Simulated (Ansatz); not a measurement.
# Mg3NiN: relaxing a made-up structure

This structure for Mg3NiN is made up. Its elements were placed in a known structure type with a cell scaled to their sizes. What cell does the guess relax to, and how far off was it?

Calculated with Ansatz 0.2.0; DFT, PBEsol, plane-wave PAW, files of the set soft_1, scalar-relativistic, ferromagnetic start, cell and ions relaxed at zero pressure; PAW set soft_1.

**1. Set-up**

The structure is cubic, space group Pm-3m (No. 221). The conventional cell has a = 4.656 Å, b = 4.656 Å, c = 4.656 Å, α = 90.00°, β = 90.00°, γ = 90.00°. Ni has 6 Mg at 2.33 Å nearest. Nearest to Mg lie 2 Ni at 2.33 Å. N has 12 Mg at 3.29 Å nearest. Farther neighbours and most contacts between anions are not listed.

Structure file:

```cif
data_structure
_symmetry_space_group_name_H-M 'Pm-3m'
_symmetry_Int_Tables_number 221
_cell_length_a 4.6560
_cell_length_b 4.6560
_cell_length_c 4.6560
_cell_angle_alpha 90.000
_cell_angle_beta 90.000
_cell_angle_gamma 90.000
_cell_volume 100.93
loop_
_atom_site_label
_atom_site_type_symbol
_atom_site_symmetry_multiplicity
_atom_site_Wyckoff_symbol
_atom_site_fract_x
_atom_site_fract_y
_atom_site_fract_z
_atom_site_occupancy
Ni1 Ni 1 b 0.50000 0.50000 0.50000 1
Mg1 Mg 3 c 0.50000 0.50000 0.00000 1
N1 N 1 a 0.00000 0.00000 0.00000 1
```

**2. Relaxation of the guess**

The guessed cell has no reason to be at equilibrium. It is relaxed with the atoms, within the space group of the guess.

File input.yaml:

```yaml
crystal:
  lattice:
    - [4.656, 0.0, 0.0]
    - [0.0, 4.656, 0.0]
    - [0.0, 0.0, 4.656]
  atoms:
    - { symbol: Ni, position: [0.5, 0.5, 0.5], spin: 1.0 }
    - { symbol: Mg, position: [0.5, 0.5, 0.0] }
    - { symbol: Mg, position: [0.5, 0.0, 0.5] }
    - { symbol: Mg, position: [0.0, 0.5, 0.5] }
    - { symbol: "N", position: [0.0, 0.0, 0.0] }
magnetization:
  spin_polarized: true
kpoints:
  mp_grid: { grid: [6, 6, 6] }
scf:
  occupations: { method: fermi_dirac, width: 0.05 }
hamiltonian:
  xc: pbesol
  pseudopotentials: { kind: paw, azcp: { folder: soft_1 }, xc_functional: pbe }
relax:
  f_tol: 0.015
  max_steps: 70
  cell: {}
output:
  forces: true
  stress: true
```

Run with:

```sh
$ ansatz run input.yaml --threads 4 --pin off --max-ram 8192MiB --backend cpu --events-out ev --progress --plain --runs-dir out
```

Numbers of over 12 decimals in the logs are rounded to 6 here.

The log of the run:

```text
Engine: ansatz 0.2.0, x86_64-unknown-linux-gnu
Pseudopotentials: kind: paw
Pseudopotential: Ni, paw, valence charge 18, recommended cutoff 420 eV (normal), soft_1/Ni.paw.azcp
Pseudopotential: Mg, paw, valence charge 10, recommended cutoff 420 eV (normal), soft_1/Mg.paw.azcp
Pseudopotential: N, paw, valence charge 5, recommended cutoff 420 eV (normal), soft_1/N.paw.azcp
Functional definition: PBEsol
  exchange = pbesol_x
  correlation = pbesol_c
Crystal: 5 atoms, lattice volume = 100.934 Å³
Basis set: ecut = 420 eV, 1935 PW (Γ), exchange–correlation on 64×64×64 points (8 copies of the dense FFT grid, shifted against one another)
Bands: 33, of which v1, the nominal top of the filled ones, is band 27 counted from 1 (26 counted from 0)
Symmetry: 48 space group operations
Space group: Pm-3m (ITA 221), of the structure as read, at distance tolerance 4.7e-5 Å
Magnetic group: BNS 221.92 (UNI 1594), of the structure as read, at distance tolerance 4.7e-5 Å
k-points: 20 of 216
Non-local potential: Ni, projectors of the file, l = 0: 3, l = 1: 2, l = 2: 3, l = 3: 1
Non-local potential: Mg, projectors of the file, l = 0: 3, l = 1: 2, l = 2: 1
Non-local potential: N, projectors of the file, l = 0: 2, l = 1: 2, l = 2: 1
PAW form: soft (Blöchl's): semilocal exchange-correlation on the pseudo side does not see the compensation charge
PAW frozen core: Ni, regenerated for the run's functional, and the local potential with it (the file was generated under x = pbe(κ = 0.804, μ = 0.219515), c = pbe(β = 0.066725))
PAW frozen core: Mg, regenerated for the run's functional, and the local potential with it (the file was generated under x = pbe(κ = 0.804, μ = 0.219515), c = pbe(β = 0.066725))
PAW frozen core: N, regenerated for the run's functional, and the local potential with it (the file was generated under x = pbe(κ = 0.804, μ = 0.219515), c = pbe(β = 0.066725))
PAW one-centre angular grid: Ni, 590 points (default); XC on 64 Gauss nodes
PAW one-centre angular grid: Mg, 110 points (default); XC on 64 Gauss nodes
PAW one-centre angular grid: N, 110 points (default); XC on 64 Gauss nodes
Starting moments: Σ|m| = 1 μB on 1 of 5 sites
Initial wavefunctions: pseudopotential atomic-orbital guess
Functional: x = pbesol(κ = 0.804, μ = 0.123457), c = pbesol(β = 0.046)
SCF iter   1: F=—  HF=-11916.416552 eV  |F-HF|=—  |Δ(HF+E_count)|=         —  Δρ=1.01e-1 (↑7.39e-2 ↓1.01e-1)  dr2=6.67e1  dr2_m=8.27e-1  M=0.340 μB ∫|m|=0.560 μB  β_m=0.30  ethr=3.10e-3  ⟨swp⟩=6.5  Hψ=5537  notcnv=0
Mixer restart at iter 1: flushing history
preconditioner: auto → Kerker (q_TF=auto, 2.451 Å⁻¹)  [metal: Δε(μ)=0.018 eV  Ē_g=6.386 eV  σ=0.050 eV  W_gap=0.09  n_scr=26 (ndim 8)  ℏωp=16.9 eV  f_vac=0.000  D(μ)=3.17/eV (n_scr^D=26)]
spin=Collinear: Kerker preconditioning applied to the charge; magnetization (m = ρ↑ − ρ↓) channel mixes plain (no charge-response kernel on spin).
SCF iter   2: F=—  HF=-11913.334922 eV  |F-HF|=—  |Δ(HF+E_count)|=    3.08e0  Δρ=2.66e-2 (↑2.66e-2 ↓2.43e-2)  dr2=1.81e0  dr2_m=3.74e-1  M=0.377 μB ∫|m|=0.573 μB  β_m=0.30  ethr=3.10e-3  ⟨swp⟩=3.3  Hψ=2580  notcnv=0  defer=1
SCF iter   3: F=—  HF=-11913.658516 eV  |F-HF|=—  |Δ(HF+E_count)|=   3.24e-1  Δρ=3.25e-2 (↑1.40e-2 ↓3.25e-2)  dr2=2.48e0  dr2_m=3.74e-1  M=0.259 μB ∫|m|=0.460 μB  β_m=0.48  ethr=3.10e-3  ⟨swp⟩=2.0  Hψ=1835  notcnv=0  defer=3
SCF iter   4: F=—  HF=-11914.865273 eV  |F-HF|=—  |Δ(HF+E_count)|=    1.21e0  Δρ=3.12e-2 (↑3.12e-2 ↓1.49e-2)  dr2=1.03e0  dr2_m=9.05e-2  M=0.182 μB ∫|m|=0.348 μB  β_m=0.34  ethr=3.10e-3  ⟨swp⟩=3.0  Hψ=2368  notcnv=0  defer=3
SCF iter   5: F=—  HF=-11914.104264 eV  |F-HF|=—  |Δ(HF+E_count)|=   7.61e-1  Δρ=1.54e-2 (↑1.46e-2 ↓1.54e-2)  dr2=5.78e-1  dr2_m=1.24e-3  M=0.128 μB ∫|m|=0.229 μB  β_m=0.58  ethr=1.95e-3  ⟨swp⟩=2.5  Hψ=2119  notcnv=0  defer=12
SCF iter   6: F=—  HF=-11914.302127 eV  |F-HF|=—  |Δ(HF+E_count)|=   1.98e-1  Δρ=9.72e-3 (↑7.75e-3 ↓9.72e-3)  dr2=1.82e-1  dr2_m=1.54e-3  M=0.167 μB ∫|m|=0.230 μB  β_m=0.79  ethr=1.09e-3  ⟨swp⟩=2.0  Hψ=1859  notcnv=0  defer=13
SCF iter   7: F=—  HF=-11914.414219 eV  |F-HF|=—  |Δ(HF+E_count)|=         —  Δρ=3.03e-3 (↑3.03e-3 ↓2.39e-3)  dr2=4.97e-3  dr2_m=6.28e-3  M=0.271 μB ∫|m|=0.332 μB  β_m=0.79  ethr=3.44e-4  ⟨swp⟩=2.7  Hψ=2047  notcnv=0  defer=17
Mixer restart at iter 7: flushing history
SCF iter   8: F=—  HF=-11914.417789 eV  |F-HF|=—  |Δ(HF+E_count)|=   3.57e-3  Δρ=3.18e-3 (↑2.75e-3 ↓3.18e-3)  dr2=1.85e-2  dr2_m=2.98e-3  M=0.306 μB ∫|m|=0.384 μB  β_m=0.79  ethr=9.37e-6  ⟨swp⟩=2.0  Hψ=2802  notcnv=0  defer=17
SCF iter   9: F=—  HF=-11914.421974 eV  |F-HF|=—  |Δ(HF+E_count)|=   4.18e-3  Δρ=3.59e-3 (↑3.59e-3 ↓3.26e-3)  dr2=2.03e-2  dr2_m=1.99e-3  M=0.328 μB ∫|m|=0.419 μB  β_m=0.24  ethr=9.37e-6  ⟨swp⟩=2.4  Hψ=2641  notcnv=0  defer=19
SCF iter  10: F=—  HF=-11914.417208 eV  |F-HF|=—  |Δ(HF+E_count)|=   4.77e-3  Δρ=1.30e-3 (↑1.30e-3 ↓1.16e-3)  dr2=6.75e-4  dr2_m=1.25e-3  M=0.340 μB ∫|m|=0.439 μB  β_m=0.56  ethr=9.37e-6  ⟨swp⟩=2.0  Hψ=2693  notcnv=0  defer=17
SCF iter  11: F=—  HF=-11914.417492 eV  |F-HF|=—  |Δ(HF+E_count)|=   2.84e-4  Δρ=1.12e-3 (↑9.96e-4 ↓1.12e-3)  dr2=1.57e-3  dr2_m=4.90e-4  M=0.374 μB ∫|m|=0.501 μB  β_m=0.62  ethr=1.27e-6  ⟨swp⟩=2.0  Hψ=1863  notcnv=0  defer=17
SCF iter  12: F=—  HF=-11914.417410 eV  |F-HF|=—  |Δ(HF+E_count)|=   8.20e-5  Δρ=2.22e-4 (↑2.22e-4 ↓1.80e-4)  dr2=9.15e-5  dr2_m=1.76e-5  M=0.411 μB ∫|m|=0.571 μB  β_m=0.87  ethr=1.27e-6  ⟨swp⟩=2.1  Hψ=2509  notcnv=0  defer=18
SCF iter  13: F=—  HF=-11914.417396 eV  |F-HF|=—  |Δ(HF+E_count)|=   1.39e-5  Δρ=1.16e-4 (↑1.16e-4 ↓9.31e-5)  dr2=9.65e-6  dr2_m=8.56e-6  M=0.412 μB ∫|m|=0.574 μB  β_m=0.94  ethr=1.73e-7  ⟨swp⟩=2.0  Hψ=1620  notcnv=0  defer=18
SCF iter  14: F=—  HF=-11914.417400 eV  |F-HF|=—  |Δ(HF+E_count)|=   3.78e-6  Δρ=2.27e-5 (↑2.27e-5 ↓1.87e-5)  dr2=3.21e-6  dr2_m=1.50e-8  M=0.416 μB ∫|m|=0.584 μB  β_m=0.97  ethr=1.82e-8  ⟨swp⟩=2.1  Hψ=1766  notcnv=0  defer=18
SCF iter  15: F=—  HF=-11914.417400 eV  |F-HF|=—  |Δ(HF+E_count)|=   1.87e-7  Δρ=1.82e-5 (↑1.40e-5 ↓1.82e-5)  dr2=6.62e-7  dr2_m=3.33e-8  M=0.416 μB ∫|m|=0.584 μB  β_m=0.98  ethr=6.05e-9  ⟨swp⟩=2.0  Hψ=1794  notcnv=0  defer=18
SCF iter  16: F=—  HF=-11914.417400 eV  |F-HF|=—  |Δ(HF+E_count)|=   3.00e-7  Δρ=2.05e-5 (↑1.72e-5 ↓2.05e-5)  dr2=9.27e-7  dr2_m=6.77e-8  M=0.416 μB ∫|m|=0.585 μB  β_m=0.99  ethr=1.25e-9  ⟨swp⟩=2.3  Hψ=2026  notcnv=0  defer=18
SCF iter  17: F=—  HF=-11914.417400 eV  |F-HF|=—  |Δ(HF+E_count)|=   2.74e-8  Δρ=2.66e-6 (↑2.62e-6 ↓2.66e-6)  dr2=2.38e-8  dr2_m=2.04e-10  M=0.417 μB ∫|m|=0.586 μB  β_m=0.99  ethr=1.25e-9  ⟨swp⟩=2.0  Hψ=1702  notcnv=0  defer=18
[...]
SCF iter  10: F=—  HF=-11914.455535 eV  |F-HF|=—  |Δ(HF+E_count)|=   1.01e-7  Δρ=1.77e-5 (↑1.73e-5 ↓1.77e-5)  dr2=8.69e-7  dr2_m=3.45e-9  M=0.254 μB ∫|m|=0.314 μB  β_m=0.94  ethr=6.89e-10  ⟨swp⟩=3.0  Hψ=2518  notcnv=0  defer=2
SCF iter  11: F=—  HF=-11914.455535 eV  |F-HF|=—  |Δ(HF+E_count)|=   1.01e-8  Δρ=3.65e-6 (↑3.65e-6 ↓3.49e-6)  dr2=3.69e-8  dr2_m=5.55e-9  M=0.254 μB ∫|m|=0.314 μB  β_m=0.97  ethr=6.89e-10  ⟨swp⟩=2.0  Hψ=1643  notcnv=0  defer=2
SCF iter  12: F=-11914.455535 eV  HF=-11914.455535 eV  |F-HF|=1.40e-10  |Δ(HF+E_count)|=   6.85e-9  Δρ=8.37e-7 (↑8.37e-7 ↓8.00e-7)  dr2=2.34e-9  dr2_m=1.32e-11  M=0.254 μB ∫|m|=0.315 μB  ethr=6.97e-11  ⟨swp⟩=1.1  Hψ=3249  notcnv=0
SCF 3 converged in 12 iterations: F = -11914.455535 eV  dr2 = 2.34e-9
relax step   3: F+E_penalty+E_count = -11914.45553523 eV  Δ(F+E_penalty+E_count) = -1.066e-2 eV  max|allowed force component| = 1.208e-29 eV/Å  Δτ_max = 0.0000 Å  P = +0.159 GPa  Ω = 95.553 Å³  energy of the carried Pulay correction = +2.108e-3 eV  (12 SCF iters, dr2 threshold 5.00e-7 eV, accepted)
[...]
relax step   4: F+E_penalty+E_count = -11914.45555774 eV  Δ(F+E_penalty+E_count) = -2.250e-5 eV  max|allowed force component| = 1.125e-28 eV/Å  Δτ_max = 0.0000 Å  P = -0.007 GPa  Ω = 95.883 Å³  energy of the carried Pulay correction = +1.975e-3 eV  (10 SCF iters, dr2 threshold 6.28e-8 eV, accepted)
Initial wavefunctions: pseudopotential atomic-orbital guess (no wavefunctions were taken with the density)
iter 1 solved again at ethr=1.06e-7 eV; its pass at ethr=3.10e-3 eV (dr2=5.60e-5 eV) is discarded
SCF iter   1: F=—  HF=-11914.453982 eV  |F-HF|=—  |Δ(HF+E_count)|=         —  Δρ=6.46e-5 (↑5.42e-5 ↓6.46e-5)  dr2=1.36e-5  dr2_m=1.01e-7  M=0.264 μB ∫|m|=0.328 μB  β_m=0.65  ethr=1.06e-7  ⟨swp⟩=3.1  Hψ=9507  notcnv=0
preconditioner: auto → none  [metal: Δε(μ)=0.012 eV  Ē_g=6.242 eV  σ=0.050 eV  W_gap=0.06  n_scr=6 (ndim 8)  ℏωp=17.4 eV  f_vac=0.000  D(μ)=2.26/eV (n_scr^D=18)]
SCF iter   2: F=—  HF=-11914.453984 eV  |F-HF|=—  |Δ(HF+E_count)|=   1.31e-6  Δρ=9.25e-5 (↑7.73e-5 ↓9.25e-5)  dr2=4.29e-5  dr2_m=6.90e-8  M=0.263 μB ∫|m|=0.328 μB  β_m=0.28  ethr=2.56e-8  ⟨swp⟩=2.0  Hψ=1765  notcnv=0  recentre
SCF iter   3: F=—  HF=-11914.453991 eV  |F-HF|=—  |Δ(HF+E_count)|=   7.43e-6  Δρ=2.29e-5 (↑2.29e-5 ↓2.07e-5)  dr2=7.86e-7  dr2_m=4.20e-9  M=0.263 μB ∫|m|=0.328 μB  β_m=0.62  ethr=2.56e-8  ⟨swp⟩=2.0  Hψ=1758  notcnv=0
SCF iter   4: F=—  HF=-11914.453996 eV  |F-HF|=—  |Δ(HF+E_count)|=   4.63e-6  Δρ=1.82e-5 (↑1.76e-5 ↓1.82e-5)  dr2=9.01e-7  dr2_m=5.27e-9  M=0.263 μB ∫|m|=0.328 μB  β_m=0.48  ethr=1.48e-9  ⟨swp⟩=2.0  Hψ=2400  notcnv=0
SCF iter   5: F=—  HF=-11914.453996 eV  |F-HF|=—  |Δ(HF+E_count)|=   1.58e-7  Δρ=7.64e-6 (↑6.99e-6 ↓7.64e-6)  dr2=1.48e-7  dr2_m=3.77e-9  M=0.263 μB ∫|m|=0.328 μB  β_m=0.50  ethr=1.48e-9  ⟨swp⟩=2.0  Hψ=1730  notcnv=0
SCF iter   6: F=—  HF=-11914.453996 eV  |F-HF|=—  |Δ(HF+E_count)|=   1.85e-7  Δρ=4.29e-6 (↑1.66e-6 ↓4.29e-6)  dr2=3.66e-8  dr2_m=3.89e-9  M=0.263 μB ∫|m|=0.328 μB  β_m=0.59  ethr=2.80e-10  ⟨swp⟩=2.0  Hψ=1691  notcnv=0
SCF iter   7: F=—  HF=-11914.453996 eV  |F-HF|=—  |Δ(HF+E_count)|=   8.84e-8  Δρ=2.22e-6 (↑1.67e-6 ↓2.22e-6)  dr2=1.77e-9  dr2_m=2.96e-9  M=0.263 μB ∫|m|=0.328 μB  β_m=0.79  ethr=6.90e-11  ⟨swp⟩=2.0  Hψ=1756  notcnv=0
SCF iter   8: F=—  HF=-11914.453996 eV  |F-HF|=—  |Δ(HF+E_count)|=   1.36e-8  Δρ=1.32e-6 (↑7.50e-7 ↓1.32e-6)  dr2=2.29e-9  dr2_m=7.86e-10  M=0.263 μB ∫|m|=0.327 μB  β_m=0.86  ethr=3.34e-12  ⟨swp⟩=3.0  Hψ=2642  notcnv=0
SCF iter   9: F=—  HF=-11914.453996 eV  |F-HF|=—  |Δ(HF+E_count)|=   7.16e-9  Δρ=1.26e-6 (↑1.15e-6 ↓1.26e-6)  dr2=5.11e-9  dr2_m=7.94e-12  M=0.263 μB ∫|m|=0.327 μB  β_m=0.93  ethr=3.34e-12  ⟨swp⟩=2.1  Hψ=2415  notcnv=0
SCF iter  10: F=—  HF=-11914.453996 eV  |F-HF|=—  |Δ(HF+E_count)|=   6.67e-9  Δρ=5.31e-7 (↑4.55e-7 ↓5.31e-7)  dr2=7.36e-10  dr2_m=2.71e-12  M=0.263 μB ∫|m|=0.327 μB  β_m=0.96  ethr=3.34e-12  ⟨swp⟩=2.1  Hψ=2177  notcnv=0
SCF iter  11: F=—  HF=-11914.453996 eV  |F-HF|=—  |Δ(HF+E_count)|=  8.17e-10  Δρ=2.03e-7 (↑1.90e-7 ↓2.03e-7)  dr2=1.38e-10  dr2_m=6.27e-13  M=0.263 μB ∫|m|=0.327 μB  β_m=0.81  ethr=1.39e-12  ⟨swp⟩=2.6  Hψ=2448  notcnv=0
SCF iter  12: F=—  HF=-11914.453996 eV  |F-HF|=—  |Δ(HF+E_count)|=  1.82e-10  Δρ=3.30e-8 (↑3.30e-8 ↓3.01e-8)  dr2=2.64e-12  dr2_m=3.27e-13  M=0.263 μB ∫|m|=0.327 μB  β_m=0.91  ethr=1.00e-12  ⟨swp⟩=2.0  Hψ=1665  notcnv=0
SCF iter  13: F=-11914.453996 eV  HF=-11914.453996 eV  |F-HF|=1.82e-12  |Δ(HF+E_count)|=  5.46e-12  Δρ=9.07e-9 (↑9.07e-9 ↓8.21e-9)  dr2=2.44e-13  dr2_m=2.73e-16  M=0.263 μB ∫|m|=0.327 μB  ethr=1.00e-12  ⟨swp⟩=3.0  Hψ=3391  notcnv=0
SCF 5 converged in 13 iterations: F = -11914.453996 eV  dr2 = 2.44e-13
relax step   5: F+E_penalty+E_count = -11914.45399628 eV  Δ(F+E_penalty+E_count) = +1.561e-3 eV  max|allowed force component| = 1.820e-28 eV/Å  Δτ_max = 0.0000 Å  P = -0.029 GPa  Ω = 95.883 Å³  stress off target by 2.92e-2 GPa  SCF on the basis re-selected at this cell (its energy is not comparable with the rows above)  (13 SCF iters)
basis re-selected at this cell: Δ(F+E_penalty+E_count) = +1.561e-3 eV, ΔP = -0.022 GPa vs the last step (what re-selecting the basis moved, of the pressure what is left beyond the Pulay correction that the steps carried, after the strain that the cell walked since its last selection, with what the two solves' SCF thresholds leave and, on support functions, any second-order correction that the steps lacked; it is no m [...]
SCF converged after 13 iterations
Magnetization: 0.2628 μB (26.6314 up, 26.3686 down)
Absolute magnetization: 0.3281 μB (∫|ρ↑−ρ↓|, with the PAW one-centre terms)
Spin contamination: 0.0112 ħ² per cell (⟨S²⟩ above its minimum at these occupations)
Per-site moments (μB) at R_I (Å): [(0.011330, 0.944006), (-0.000750131, 0.944006), (-0.000750131, 0.944006), (-0.000750131, 0.944006), (0.278414, 1.335026)]
Free energy (F): -11914.453996 eV
Harris-Foulkes:  -11914.453996 eV  (|F-HF|=1.82e-12)
Internal energy: -11914.435072 eV  (E = F + TS)
E sigma→0 (E₀):  -11914.444534 eV
Entropy (-TS):   -0.018925 eV (-3.785 meV/atom)
Fermi energy:    5.396705 eV
--- Per-component energies (eV) ---
  E_band       = -1563.085729
  E_kinetic    = 674.185821
  E_local      = -10574.963735  (includes V_loc(G=0)·N_el)
  E_nonlocal   = 515.281849
  E_hartree    = 4451.455505
  E_xc         = -244.718899
  E_vxc        = -315.683369  (∫ρ·V_xc dr)
  E_paw        = -2624.721118  (= ΣΔE_a)
  E_vpaw       = -764.818434  (= ΣTr[D̂ρ^β])
  E_aug_tail   = 0.001178  (compensation charges beyond the density's cutoff)
  E_ewald      = -4111.357648
  E_core_change = 0.401975  (= ΣΔE_core)
  E_smearing   = -0.018925  (= −TS)
  E_closure    = 0.000000  (closes the sum)
  Σ components = -11914.453996   (vs F -11914.453996, Δ=0.00e0)
--- Forces (eV/Å), atoms counted from 1 ---
  atom   1  Ni     0.00000000    -0.00000000     0.00000000
  atom   2  Mg     0.00000000    -0.00000000     0.00000000
  atom   3  Mg     0.00000000    -0.00000000    -0.00000000
  atom   4  Mg    -0.00000000     0.00000000    -0.00000000
  atom   5  N      0.00000000    -0.00000000     0.00000000
  max |Σ_I F_I| component: 4.36e-28 eV/Å
--- Stress (GPa, compression-positive) ---
       -0.029157      -0.000000       0.000000
       -0.000000      -0.029157      -0.000000
        0.000000      -0.000000      -0.029157
  P = ⅓ Tr σ = -0.0292 GPa (-0.292 kbar)
--- Relaxed structure (4 steps of the walk, 4 accepted, 1 SCFs on fresh bases) ---
  F+E_penalty+E_count = -11914.45399628 eV   max|allowed force component| = 1.820e-28 eV/Å   (the final SCF, on the basis selected at the relaxed cell)
  cell:  # Å, volume = 95.8832 Å³
    - [4.576999, 0, 0]
    - [0, 4.576999, 0]
    - [0, 0, 4.576999]
  atoms:
    - { symbol: Ni, position: [0.500000, 0.500000, 0.500000] }
    - { symbol: Mg, position: [0.500000, 0.500000, 0] }
    - { symbol: Mg, position: [0.500000, 0, 0.500000] }
    - { symbol: Mg, position: [0, 0.500000, 0.500000] }
    - { symbol: N, position: [0, 0, 0] }
```

Run time: 4.4 s. Hardware: 4 threads of AMD EPYC 9B45 (Zen 5), shared host; peak memory 0.51 GiB.

Relaxation path:

```tsv
step	energy less that of the first step (eV)	largest force component (eV/Å)	pressure (GPa)	volume (Å³)
1	0.0000	0.0000	-2.16	100.93
2	-0.0275	0.0000	-1.18	98.42
3	-0.0381	0.0000	0.16	95.55
4	-0.0382	0.0000	-0.01	95.88
5*	-0.0366	0.0000	-0.03	95.88
```

Relaxation steps marked * repeat the geometry before them on a plane-wave basis chosen anew for their cell, so energy and pressure can jump there.

The run keeps the 48 symmetry operations that it works with, so distortions that break them were not tested.

```tsv
conventional cell, symmetrised	before	after	change
a (Å)	4.656	4.577	-1.7 %
b (Å)	4.656	4.577	-1.7 %
c (Å)	4.656	4.577	-1.7 %
volume (Å³/atom)	20.19	19.18	-5.0 %
```

The relaxed structure:

```xyz
5
Lattice="4.5770 0.0000 0.0000 0.0000 4.5770 0.0000 0.0000 0.0000 4.5770" Properties=species:S:1:pos:R:3 pbc="T T T"
Ni    2.2885    2.2885    2.2885
Mg    2.2885    2.2885    0.0000
Mg    2.2885    0.0000    2.2885
Mg    0.0000    2.2885    2.2885
N     0.0000    0.0000    0.0000
```

Numbers from this step:

| Property | Result |
| --- | --- |
| free energy | -11914.4540 eV |
| energy at zero smearing | -11914.4445 eV |
| smearing term TS | 0.01892 eV |
| Fermi energy | 5.397 eV |
| magnetization | 0.2628 μB |
| absolute magnetization | 0.3281 μB |
| site moments | 0.01133, -7.50e-4, -7.50e-4, -7.50e-4, 0.2784 μB |
| electrons | 53 |
| symmetry operations | 48 |
| pressure | -0.02916 GPa |

Site moment by atom:

```tsv
atom	site moment (μB)
Ni1	0.011
Mg2	-0.001
Mg3	-0.001
Mg4	-0.001
N5	0.278
```

Shortest distances by pair of elements, guess and relaxed (not always the same contact):

```tsv
pair	guess (Å)	relaxed (Å)
Mg–Ni	2.328	2.288
Mg–N	3.292	3.236
Mg–Mg	3.292	3.236
N–Ni	4.032	3.964
Ni–Ni	4.656	4.577
```

The relaxation ends with a pressure of -0.03 GPa.

**3. Outcome**

| Item | Value |
| --- | --- |
| space group, relaxed | Pm-3m |
| conventional cell | a = 4.577, b = 4.577, c = 4.577 Å; α = 90.0°, β = 90.0°, γ = 90.0° |
| volume per atom | 19.18 Å³ (guess 20.19) |
| total moment | 0.26 μB in the cell of 5 atoms |

**Reading.** Mg3NiN relaxes to Pm-3m with a = 4.577, b = 4.577 and c = 4.577 Å. The guessed volume was 5 % too large. The space group Pm-3m was held in the relaxation, so the end point is a stationary structure within it and may be a saddle against distortions or other arrangements. The input starts from parallel moments, and no other start was typed. Mesh and cutoff weren't tested. No dispersion term is used, so weakly bound directions may come out too long. Nothing here tests whether the compound is stable against decomposition.

[Logs are printed without paths, hosts, clocks, repeated set-up lines and the standing remarks that a program may print on its own settings, such as how far it seeks lower states.]

[Hosts, paths, dates, database ids (printed as entryN), source tags and the programs' standing remarks are cut or masked in the printed files.]
